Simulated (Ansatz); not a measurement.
# Squeezing and shearing glassy 79SiO2-7BaO-7CaO-7Na2O (mol %) (166 atoms), part 2 of 3

How stiff is glassy 79SiO2-7BaO-7CaO-7Na2O (mol %) (166 atoms)?

Ansatz 0.2.0; Kohn-Sham DFT, LDA, PAW (set soft_2), plane waves.

The cell: 46 Si, 4 Ba, 4 Ca, 8 Na and 104 O. The quench rate of 50 K/ps is many orders above laboratory rates. The network of bonds at the start is that of the classical potential that made the cell. Only the Γ point is sampled. The levels lack spin–orbit coupling.

So far. Step 2 (Single point at the start): The r.m.s. force at the start is 1.2 eV/Å. Step 3 (Cell and atoms relaxed): The relaxation converged after 35 steps, with a largest force component of 0.041 eV/Å.

**4. Single point at the relaxed geometry**

One more single point at the end of the walk gives the fuller output and checks the residual forces.

input.yaml reads:

```yaml
crystal:
  lattice:
    - [12.84186, 0.34385, 0.13568]
    - [0.34385, 12.95299, 0.0041]
    - [0.13568, 0.0041, 13.1408]
  atoms:
    - { symbol: Si, position: [0.41651, 0.44806, 0.56684] }
    - { symbol: Si, position: [0.41421, 0.64882, 0.01566] }
    - { symbol: Si, position: [0.17736, 0.69595, 0.64532] }
    - { symbol: Si, position: [0.39122, 0.33889, 0.07021] }
    - { symbol: Si, position: [0.08615, 0.89818, 0.9796] }
    - { symbol: Si, position: [0.55995, 0.45747, 0.95968] }
    [... 154 atom lines left out ...]
    - { symbol: O, position: [0.91846, 0.35737, 0.01831] }
    - { symbol: O, position: [0.90481, 0.25916, 0.18805] }
    - { symbol: O, position: [0.02235, 0.20051, 0.65909] }
    - { symbol: O, position: [0.42381, 0.16921, 0.35009] }
    - { symbol: O, position: [0.92782, 0.97347, 0.19655] }
    - { symbol: O, position: [0.51839, 0.93254, 0.11376] }
kpoints:
  mp_grid: { grid: [1, 1, 1] }
hamiltonian:
  xc: lda
scf:
  occupations: { method: fermi_dirac, width: 0.025 }
output:
  forces: true
  stress: true
  populations: true
  dos:
    method: { smearing: { sigma: 0.15 } }
    de: 0.1
    projected: { site_lists: { Ba: [Ba], Ca: [Ca], Na: [Na], O: [O], Si: [Si] } }
  eigenvalues: true
  write_density: true
  write_potential: true
  volumetric_format: npy
  elf: true
```

On the command line:

```bash
$ ansatz run input.yaml --threads 4 --pin off --max-ram 8192MiB --backend cpu --events-out ev --progress --plain --runs-dir out
```

Numbers of over 12 decimals in the logs are rounded to 6 here.

The log of the run:

```text
[...]
Crystal: 166 atoms, lattice volume = 2184.055 Å³
Basis set: ecut = 420 eV, 42693 PW (Γ)
Bands: 646, of which v1, the nominal top of the filled ones, is band 480 counted from 1 (479 counted from 0)
Symmetry: 1 space group operations
[...]
k-points: 1
[...]
SCF iter   1: F=—  HF=-127886.927044 eV  |F-HF|=—  |Δ(HF+E_count)|=         —  Δρ=1.35e-2  dr2=3.57e0  ethr=1.77e-3  ⟨swp⟩=6.0  Hψ=3049  notcnv=0  defer=155
[...]
SCF iter  10: F=-127885.849206 eV  HF=-127885.849206 eV  |F-HF|=1.97e-8  |Δ(HF+E_count)|=   8.59e-8  Δρ=2.09e-6  dr2=9.81e-8  ethr=1.04e-11  ⟨swp⟩=24.0  Hψ=6100  notcnv=0
SCF 1 converged in 10 iterations: F = -127885.849206 eV  dr2 = 9.81e-8
[...]
SCF converged after 10 iterations
Free energy (F): -127885.849206 eV
[...]
Internal energy: -127885.849206 eV  (E = F + TS)
E sigma→0 (E₀):  -127885.849206 eV
Fermi energy:    6.052691 eV
[...]
--- Forces (eV/Å), atoms counted from 1 ---
  atom   1  Si     0.00141551     0.00378933     0.00336483
  atom   2  Si     0.00425435    -0.01461198     0.00028000
  atom   3  Si    -0.01041476     0.00900676     0.00266471
  atom   4  Si    -0.00633368     0.00469091     0.00318693
  atom   5  Si    -0.00533473     0.00080807    -0.00100420
  atom   6  Si    -0.00452925     0.00477346     0.00259130
  atom   7  Si     0.00397467     0.01190218    -0.01541881
  atom   8  Si    -0.00930785    -0.00362095    -0.01096712
  atom   9  Si     0.00501868     0.00888237    -0.00696637
  atom  10  Si    -0.01035368     0.00539563     0.00609519
  atom  11  Si     0.00214397    -0.01058754    -0.00407830
  atom  12  Si    -0.01081198     0.00071431     0.01229509
  atom  13  Si     0.00666264     0.00359849    -0.00783087
  atom  14  Si    -0.01588416     0.01499490     0.00340068
[...]
atom 165  O     -0.00274886    -0.00357127     0.00159895
  atom 166  O      0.00460639    -0.00774783    -0.00003182
  max |Σ_I F_I| component: 3.34e-4 eV/Å
--- Stress (GPa, compression-positive) ---
       -0.005090       0.002813      -0.000756
        0.002813      -0.008298       0.000431
       -0.000756       0.000431      -0.006550
  P = ⅓ Tr σ = -0.0066 GPa (-0.066 kbar)
--- Band table (eV) ---
[...]
--- Löwdin populations: 166 sites ---
  site symbol       q [e]
     0     Si      2.2813
     1     Si      2.2941
     2     Si      2.2686
[...]
165      O      6.7795
  spilling = 0.013253 (of n_electrons = 960.000000)
```

The job ended after 69 s (4 threads of Arm Neoverse V2, shared host; peak memory 3.5 GiB).

Numbers from this run:

```yaml
free_energy: -127885.8492 eV
free_energy_per_atom: -770.3967 eV/atom
scf_cycles: 10
pressure: -0.006646 GPa
r_m_s_force_component: 0.00664 eV/Å
longest_force: 0.04276 eV/Å
fermi_energy: 6.053 eV
spacing_of_highest_filled_and_lowest_empty_level: 3.85 eV
spilling_of_the_projection: 0.01325
```

Löwdin charges by element and coordination (they lack the spilled electrons, 0.077 e an atom on average):

| element | coordination | atoms | mean charge (e) | spread | least | most |
| --- | --- | --- | --- | --- | --- | --- |
| Ba | all | 4 | 1.86 | 0.0104 | 1.84 | 1.87 |
| Ba | 6 | 1 | 1.87 | 0 | 1.87 | 1.87 |
| Ba | 7 | 1 | 1.84 | 0 | 1.84 | 1.84 |
| Ba | 8 | 2 | 1.86 | 0.0074 | 1.86 | 1.87 |
| Ca | all | 4 | 1.76 | 0.0132 | 1.74 | 1.78 |
| Ca | 4 | 1 | 1.78 | 0 | 1.78 | 1.78 |
| Ca | 5 | 1 | 1.77 | 0 | 1.77 | 1.77 |
| Ca | 7 | 2 | 1.75 | 0.0097 | 1.74 | 1.76 |
| Na | all | 8 | 0.788 | 0.0136 | 0.760 | 0.807 |
| Na | 4 | 2 | 0.792 | 0.0092 | 0.783 | 0.801 |
| Na | 5 | 2 | 0.785 | 5.0e-4 | 0.785 | 0.786 |
| Na | 6 | 4 | 0.788 | 0.0178 | 0.760 | 0.807 |
| O | all | 104 | -0.820 | 0.0799 | -1.03 | -0.747 |
| O | 2 | 47 | -0.774 | 0.0344 | -0.933 | -0.747 |
| O | 3 | 43 | -0.830 | 0.0702 | -1.02 | -0.774 |
| O | 4 | 14 | -0.943 | 0.0762 | -1.03 | -0.794 |
| Si | all | 46 | 1.68 | 0.0548 | 1.55 | 1.76 |
| Si | 4 | 45 | 1.68 | 0.0553 | 1.55 | 1.76 |
| Si | 5 | 1 | 1.65 | 0 | 1.65 | 1.65 |

Density of states as counts of states in windows of 1 eV (from the Fermi level), total and the larger projections:

| from (eV) | to (eV) | total | O p | Si p |
| --- | --- | --- | --- | --- |
| -14 | -13 | 0.0 | 0.0 | 0.0 |
| -13 | -12 | 26.7 | 5.1 | 0.4 |
| -12 | -11 | 25.2 | 14.8 | 1.3 |
| -11 | -10 | 26.9 | 18.4 | 2.6 |
| -10 | -9 | 34.2 | 24.9 | 5.3 |
| -9 | -8 | 57.8 | 44.4 | 11.3 |
| -8 | -7 | 27.4 | 21.4 | 4.2 |
| -7 | -6 | 78.6 | 64.7 | 7.0 |
| -6 | -5 | 108.3 | 96.2 | 5.1 |
| -5 | -4 | 117.5 | 108.6 | 3.1 |
| -4 | -3 | 93.3 | 88.1 | 1.6 |
| -3 | -2 | 48.7 | 45.7 | 1.2 |
| -2 | -1 | 3.5 | 3.3 | 0.1 |
| -1 | 1 | 0.0 | 0.0 | 0.0 |
| 1 | 2 | 1.4 | 0.0 | 0.0 |
| 2 | 3 | 3.0 | 0.2 | 0.2 |
| 3 | 4 | 26.7 | 1.9 | 4.1 |
| 4 | 5 | 50.7 | 3.6 | 10.8 |

Between -26 and -14 eV lie 280 more states.

The levels nearest the highest filled one (over half full), pooled over k-points and spins:

| level less the highest filled one (eV) | occupation |
| --- | --- |
| -0.428 | 2 |
| -0.310 | 2 |
| -0.239 | 2 |
| -0.132 | 2 |
| -0.107 | 2 |
| 0 | 2 |
| 3.85 | 0 |
| 4.79 | 0 |
| 4.95 | 0 |
| 5.14 | 0 |
| 5.25 | 0 |
| 5.28 | 0 |

Electrostatic potential energy in the ab plane at fractional z = 0.370, with atoms of Si and Ca and Na and O within 0.2 Å of it. With pseudopotentials it is smooth inside the atoms' cores, unlike the true potential.

Ten even steps from '0' (-43 eV) to '9' (11 eV), each cell a mean:
```
999999999999999999999999999875557899
998889999999999999999999998742124789
874236899999999999887789998631113689
850003778999999999741147899864335789
863115888999999998620016899988778999
855778999999999999853247997799999999
966899999998899999988888988899999999
999998778983249999998668766899999999
999986347985369999994004643688999999
999987668999999999997336766642489999
999999999999999999999999988720168889
999999988777899999987789999975554578
999999986201479999840158999998731268
999999985000278999850158999999865468
999999998523689999987789999999998668
999999997214899999999999999999999888
899999996103899999999999976799998877
899999998645789999999999953588987677
999999997400367789999999987544651038
999999997400252038999999986100252149
999999986665775358988888987300378899
999999998899999999876678898877789999
999999999999999999876668999999999999
999999999999999999988889999998889999
```
Columns run along a (12.8 Å; values clipped at the 3rd and 97th percentile), rows up along b (13.0 Å). Atoms in or near the plane, at fractional coordinates: Si at (0.29, 0.44), Si at (0.09, 0.84), Ca at (0.58, 0.81), Na at (0.57, 0.45), O at (0.92, 0.20), O at (0.81, 0.56), O at (0.60, 0.63), O at (0.28, 0.32).

Valence density in the ab plane at fractional z = 0.370, with atoms of Si and Ca and Na and O within 0.2 Å of it. It is the smooth field of the valence electrons, not physical close to the nuclei.

Ten steps, logarithmic in the rise over the least value, from '0' (0.00 × 1e0 e/Å³) to '9' (9.26 × 1e0 e/Å³), each cell a mean:
```
012221100000000000001123211234543100
123442110000000000001122211355555310
123333332210000000123321111355555421
232123455321000001367763111245554311
344433444321100001478874223333322112
566532222222211000256753245542100012
466421111234542100013332234432000012
222213432257874100124664333321000001
000015874247764100137987532333310000
000013552123332100135776433578742100
110001221111110000012333223589853211
110012343222211100024421001356643222
100012444322333211279961000122333432
200001223212333211269962000001235654
210000123454321100013320000000124554
100000125786420000000000123210012333
111110125887420000000001356531112222
111110013565322110000002467642235543
211110112333345542100001245433468874
100001234432457875200000123322468874
000001245543346764211211112332334432
000000234431122332124432112332211100
000000011110000000124442111121100000
000100000000000000012222211111110000
```
Columns run along a (12.8 Å), rows up along b (13.0 Å). Atoms in or near the plane, at fractional coordinates: Si at (0.29, 0.44), Si at (0.09, 0.84), Ca at (0.58, 0.81), Na at (0.57, 0.45), O at (0.92, 0.20), O at (0.81, 0.56), O at (0.60, 0.63), O at (0.28, 0.32).

Between filled and empty levels lie 3.85 eV (at Γ alone); a local or semilocal functional tends to put such gaps too low. In a disordered cell it changes from sample to sample, and tail or defect levels can set it. Mean Löwdin charges: Ba +1.86, Ca +1.76, Na +0.79, O -0.82, Si +1.68 e (they miss 1.3 % of the electrons, so they add up to more than the cell's charge).

**5. Volume -3 %**

The relaxed cell is scaled evenly and the atoms are relaxed again; the stress at the end gives one point of P(V).

input.yaml, the sections that differ from step 4:

```yaml
crystal:
  lattice:
    - [12.71214, 0.34038, 0.13431]
    - [0.34038, 12.82214, 0.00406]
    - [0.13431, 0.00406, 13.00806]
  atoms:
    [... the 166 atom lines of step 4 ...]
output:
  forces: true
  eigenvalues: true
  stress: true
relax:
  f_tol: 0.05
  max_steps: 70
# kpoints, hamiltonian, scf: as in step 4
```

The log of the run:

```text
Warning: output.stress: scf.convergence.dr2_threshold = 1e-7 eV (the SCF's general default) is looser than the 1.08e-8 eV advised for a printed stress (1e-10 eV for each atom of the cell: 166, of which 108 are counted). What an SCF threshold leaves in a stress goes as its square root, and in the free energy as the threshold itself, and one threshold admits the most on a small cell: [...]
[...]
Crystal: 166 atoms, lattice volume = 2118.534 Å³
Basis set: ecut = 420 eV, 41413 PW (Γ)
Bands: 646, of which v1, the nominal top of the filled ones, is band 480 counted from 1 (479 counted from 0)
Symmetry: 1 space group operations
[...]
k-points: 1
[...]
SCF iter   1: F=—  HF=-127885.819365 eV  |F-HF|=—  |Δ(HF+E_count)|=         —  Δρ=1.35e-2  dr2=3.45e0  ethr=1.77e-3  ⟨swp⟩=6.0  Hψ=3058  notcnv=0  defer=151
[...]
SCF iter   6: F=—  HF=-127884.764879 eV  |F-HF|=—  |Δ(HF+E_count)|=   9.62e-5  Δρ=6.76e-5  dr2=9.97e-5  ethr=6.61e-8  ⟨swp⟩=2.0  Hψ=825  notcnv=0  defer=160
SCF iter   7: F=-127884.764877 eV  HF=-127884.764887 eV  |F-HF|=9.60e-6  |Δ(HF+E_count)|=   8.54e-6  Δρ=3.25e-5  dr2=1.95e-5  ethr=6.51e-9  ⟨swp⟩=17.0  Hψ=4125  notcnv=0
SCF 1 converged in 7 iterations: F = -127884.764877 eV  dr2 = 1.95e-5
[...]
relax step   1: F+E_penalty+E_count = -127884.76487749 eV  Δ(F+E_penalty+E_count) = +0.000e0 eV  max|allowed force component| = 6.900e-1 eV/Å  Δτ_max = 0.0000 Å  (7 SCF iters, dr2 threshold 6.25e-5 eV, accepted)
[...]
relax step   2: F+E_penalty+E_count = -127885.15615120 eV  Δ(F+E_penalty+E_count) = -3.913e-1 eV  max|allowed force component| = 3.592e-1 eV/Å  Δτ_max = 0.0973 Å  (6 SCF iters, dr2 threshold 2.98e-5 eV, accepted)
[...]
relax step   3: F+E_penalty+E_count = -127885.40486008 eV  Δ(F+E_penalty+E_count) = -2.487e-1 eV  max|allowed force component| = 2.104e-1 eV/Å  Δτ_max = 0.0675 Å  (7 SCF iters, dr2 threshold 8.06e-6 eV, accepted)
relax step   4: F+E_penalty+E_count = -127885.44723065 eV  Δ(F+E_penalty+E_count) = -4.237e-2 eV  max|allowed force component| = 1.933e-1 eV/Å  Δτ_max = 0.0378 Å  (6 SCF iters, dr2 threshold 1.20e-5 eV, accepted)
relax step   5: F+E_penalty+E_count = -127885.27193819 eV  Δ(F+E_penalty+E_count) = +1.753e-1 eV  max|allowed force component| = 4.432e-1 eV/Å  Δτ_max = 0.2000 Å  (7 SCF iters, dr2 threshold 1.28e-5 eV, rejected (line search))
relax step   6: F+E_penalty+E_count = -127885.50194412 eV  Δ(F+E_penalty+E_count) = -5.471e-2 eV  max|allowed force component| = 5.951e-2 eV/Å  Δτ_max = 0.0527 Å  (10 SCF iters, accepted)
[...]
relax step   7: F+E_penalty+E_count = -127885.50705432 eV  Δ(F+E_penalty+E_count) = -5.110e-3 eV  max|allowed force component| = 4.281e-2 eV/Å  Δτ_max = 0.0089 Å  (7 SCF iters, accepted)
SCF converged after 7 iterations
Free energy (F): -127885.507054 eV
[...]
Internal energy: -127885.507054 eV  (E = F + TS)
E sigma→0 (E₀):  -127885.507054 eV
Fermi energy:    6.397885 eV
[...]
Σ components = -127885.507054   (vs F -127885.507054, Δ=0.00e0)
--- Forces (eV/Å), atoms counted from 1 ---
  atom   1  Si     0.00106591     0.00730771     0.00566337
  atom   2  Si    -0.00889232     0.00600365     0.00767016
  atom   3  Si    -0.02231870    -0.01674549     0.03679977
  atom   4  Si    -0.00254997     0.00725907     0.00894560
[...]
atom 166  O     -0.00373476    -0.00685972    -0.00315563
  max |Σ_I F_I| component: 1.01e-4 eV/Å
--- Stress (GPa, compression-positive) ---
        1.733716       0.019410      -0.111366
        0.019410       1.659748       0.239750
       -0.111366       0.239750       1.746605
  P = ⅓ Tr σ = 1.7134 GPa (17.134 kbar)
--- Band table (eV) ---
[...]
--- Relaxed structure (7 steps of the walk, 6 accepted, 0 SCFs on fresh bases) ---
  F+E_penalty+E_count = -127885.50705432 eV   max|allowed force component| = 4.281e-2 eV/Å
  atoms:
    - { symbol: Si, position: [0.417347, 0.448824, 0.566306] }
    - { symbol: Si, position: [0.415881, 0.650989, 0.016295] }
    - { symbol: Si, position: [0.177558, 0.697450, 0.646246] }
    - { symbol: Si, position: [0.392580, 0.339200, 0.069111] }
[...]
- { symbol: O, position: [0.518257, 0.936648, 0.114969] }
```

Wall time 5.2 min (4 threads); peak memory 3.4 GiB; 20 min of CPU time.

The program notes that the SCF threshold is loose for the stress.

The relaxation converged after 7 steps, 0.742 eV below its start, with a largest force component of 0.043 eV/Å.

Volume -3 %: the energy stands 0.342 eV above that of the reference, at a pressure of 1.71 GPa.

**6. Volume +3 %**

The relaxed cell is scaled to another volume.

Input and log are left out; they have the form of those shown for this kind of step.

The job ended after 7.4 min (4 threads of Arm Neoverse V2, shared host; peak memory 3.5 GiB).

The relaxation converged after 9 steps, 0.703 eV below its start, with a largest force component of 0.044 eV/Å.

Volume +3 %: the energy stands 0.284 eV above that of the reference, at a pressure of -1.34 GPa.

**7. Volume -6 %**

The relaxed cell is scaled to another volume.

input.yaml, the sections that differ from step 5:

```yaml
crystal:
  lattice:
    - [12.57971, 0.33683, 0.13291]
    - [0.33683, 12.68857, 0.00402]
    - [0.13291, 0.00402, 12.87255]
  atoms:
    [... the 166 atom lines of step 4 ...]
# kpoints, hamiltonian, scf, output, relax: as in step 5
```

The log of the run:

```text
[...]
Crystal: 166 atoms, lattice volume = 2053.013 Å³
Basis set: ecut = 420 eV, 40107 PW (Γ)
Bands: 646, of which v1, the nominal top of the filled ones, is band 480 counted from 1 (479 counted from 0)
Symmetry: 1 space group operations
[...]
k-points: 1
[...]
SCF iter   1: F=—  HF=-127882.312526 eV  |F-HF|=—  |Δ(HF+E_count)|=         —  Δρ=1.36e-2  dr2=3.37e0  ethr=1.77e-3  ⟨swp⟩=7.0  Hψ=3135  notcnv=0  defer=154
[...]
SCF iter   6: F=—  HF=-127881.266066 eV  |F-HF|=—  |Δ(HF+E_count)|=   7.32e-5  Δρ=6.37e-5  dr2=8.67e-5  ethr=6.07e-8  ⟨swp⟩=2.0  Hψ=913  notcnv=0  defer=159
SCF iter   7: F=-127881.266065 eV  HF=-127881.266073 eV  |F-HF|=8.14e-6  |Δ(HF+E_count)|=   6.83e-6  Δρ=3.02e-5  dr2=1.63e-5  ethr=6.51e-9  ⟨swp⟩=17.0  Hψ=4093  notcnv=0
SCF 1 converged in 7 iterations: F = -127881.266065 eV  dr2 = 1.63e-5
[...]
relax step   1: F+E_penalty+E_count = -127881.26606472 eV  Δ(F+E_penalty+E_count) = +0.000e0 eV  max|allowed force component| = 1.456e0 eV/Å  Δτ_max = 0.0000 Å  (7 SCF iters, dr2 threshold 6.25e-5 eV, accepted)
[...]
relax step   2: F+E_penalty+E_count = -127882.92291641 eV  Δ(F+E_penalty+E_count) = -1.657e0 eV  max|allowed force component| = 7.314e-1 eV/Å  Δτ_max = 0.1821 Å  (6 SCF iters, dr2 threshold 1.00e-4 eV, accepted)
[...]
relax step   3: F+E_penalty+E_count = -127883.95899792 eV  Δ(F+E_penalty+E_count) = -1.036e0 eV  max|allowed force component| = 4.514e-1 eV/Å  Δτ_max = 0.1327 Å  (7 SCF iters, dr2 threshold 3.34e-5 eV, accepted)
relax step   4: F+E_penalty+E_count = -127884.14376060 eV  Δ(F+E_penalty+E_count) = -1.848e-1 eV  max|allowed force component| = 4.120e-1 eV/Å  Δτ_max = 0.0805 Å  (6 SCF iters, dr2 threshold 5.14e-5 eV, accepted)
relax step   5: F+E_penalty+E_count = -127884.22588662 eV  Δ(F+E_penalty+E_count) = -8.213e-2 eV  max|allowed force component| = 3.635e-1 eV/Å  Δτ_max = 0.2000 Å  (7 SCF iters, dr2 threshold 6.46e-5 eV, accepted)
relax step   6: F+E_penalty+E_count = -127884.37719820 eV  Δ(F+E_penalty+E_count) = -1.513e-1 eV  max|allowed force component| = 1.159e-1 eV/Å  Δτ_max = 0.1041 Å  (6 SCF iters, dr2 threshold 1.00e-4 eV, accepted)
relax step   7: F+E_penalty+E_count = -127884.17644009 eV  Δ(F+E_penalty+E_count) = +2.008e-1 eV  max|allowed force component| = 4.588e-1 eV/Å  Δτ_max = 0.2000 Å  (10 SCF iters, rejected (line search))
relax step   8: F+E_penalty+E_count = -127884.42479560 eV  Δ(F+E_penalty+E_count) = -4.760e-2 eV  max|allowed force component| = 7.828e-2 eV/Å  Δτ_max = 0.0671 Å  (10 SCF iters, accepted)
relax step   9: F+E_penalty+E_count = -127884.43286281 eV  Δ(F+E_penalty+E_count) = -8.067e-3 eV  max|allowed force component| = 9.365e-2 eV/Å  Δτ_max = 0.0236 Å  (8 SCF iters, accepted)
relax step  10: F+E_penalty+E_count = -127884.43848742 eV  Δ(F+E_penalty+E_count) = -5.625e-3 eV  max|allowed force component| = 7.871e-2 eV/Å  Δτ_max = 0.0314 Å  (6 SCF iters, dr2 threshold 4.00e-6 eV, accepted)
relax step  11: F+E_penalty+E_count = -127884.44248593 eV  Δ(F+E_penalty+E_count) = -3.999e-3 eV  max|allowed force component| = 4.947e-2 eV/Å  Δτ_max = 0.0128 Å  (5 SCF iters, dr2 threshold 4.38e-6 eV, accepted)
[...]
relax step  12: F+E_penalty+E_count = -127884.44248735 eV  Δ(F+E_penalty+E_count) = -1.417e-6 eV  max|allowed force component| = 4.946e-2 eV/Å  Δτ_max = 0.0000 Å  (4 SCF iters, accepted)
SCF converged after 4 iterations
Free energy (F): -127884.442487 eV
[...]
Internal energy: -127884.442487 eV  (E = F + TS)
E sigma→0 (E₀):  -127884.442487 eV
Fermi energy:    6.762425 eV
[...]
Σ components = -127884.442487   (vs F -127884.442487, Δ=0.00e0)
--- Forces (eV/Å), atoms counted from 1 ---
  atom   1  Si     0.00742185     0.00785368     0.00671271
  atom   2  Si     0.00855491    -0.00127804     0.00097782
  atom   3  Si    -0.00967182    -0.00304152    -0.00468934
  atom   4  Si     0.01245927     0.00055320     0.00315929
[...]
atom 166  O      0.00012647     0.00250432     0.00123499
  max |Σ_I F_I| component: 1.41e-4 eV/Å
--- Stress (GPa, compression-positive) ---
        3.718100      -0.018580      -0.208984
       -0.018580       3.470850       0.441677
       -0.208984       0.441677       3.573912
  P = ⅓ Tr σ = 3.5876 GPa (35.876 kbar)
--- Band table (eV) ---
[...]
--- Relaxed structure (12 steps of the walk, 11 accepted, 0 SCFs on fresh bases) ---
  F+E_penalty+E_count = -127884.44248735 eV   max|allowed force component| = 4.946e-2 eV/Å
  atoms:
    - { symbol: Si, position: [0.418490, 0.448570, 0.565257] }
    - { symbol: Si, position: [0.417122, 0.651697, 0.018811] }
    - { symbol: Si, position: [0.178049, 0.700171, 0.647908] }
    - { symbol: Si, position: [0.394615, 0.338679, 0.067716] }
[...]
- { symbol: O, position: [0.517794, 0.939920, 0.116821] }
```

Run time: 8.4 min. Hardware: 4 threads; peak memory 3.3 GiB; 33 min of CPU time.

The relaxation converged after 12 steps, 3.18 eV below its start, with a largest force component of 0.049 eV/Å.

Volume -6 %: the energy stands 1.41 eV above that of the reference, at a pressure of 3.59 GPa.

(Part 2 of 3 ends here.)

[Logs are printed without paths, hosts, clocks, repeated set-up lines and the standing remarks that a program may print on its own settings, such as how far it seeks lower states.]

[Hosts, paths, dates, database ids (printed as entryN), source tags and the programs' standing remarks are cut or masked in the printed files.]
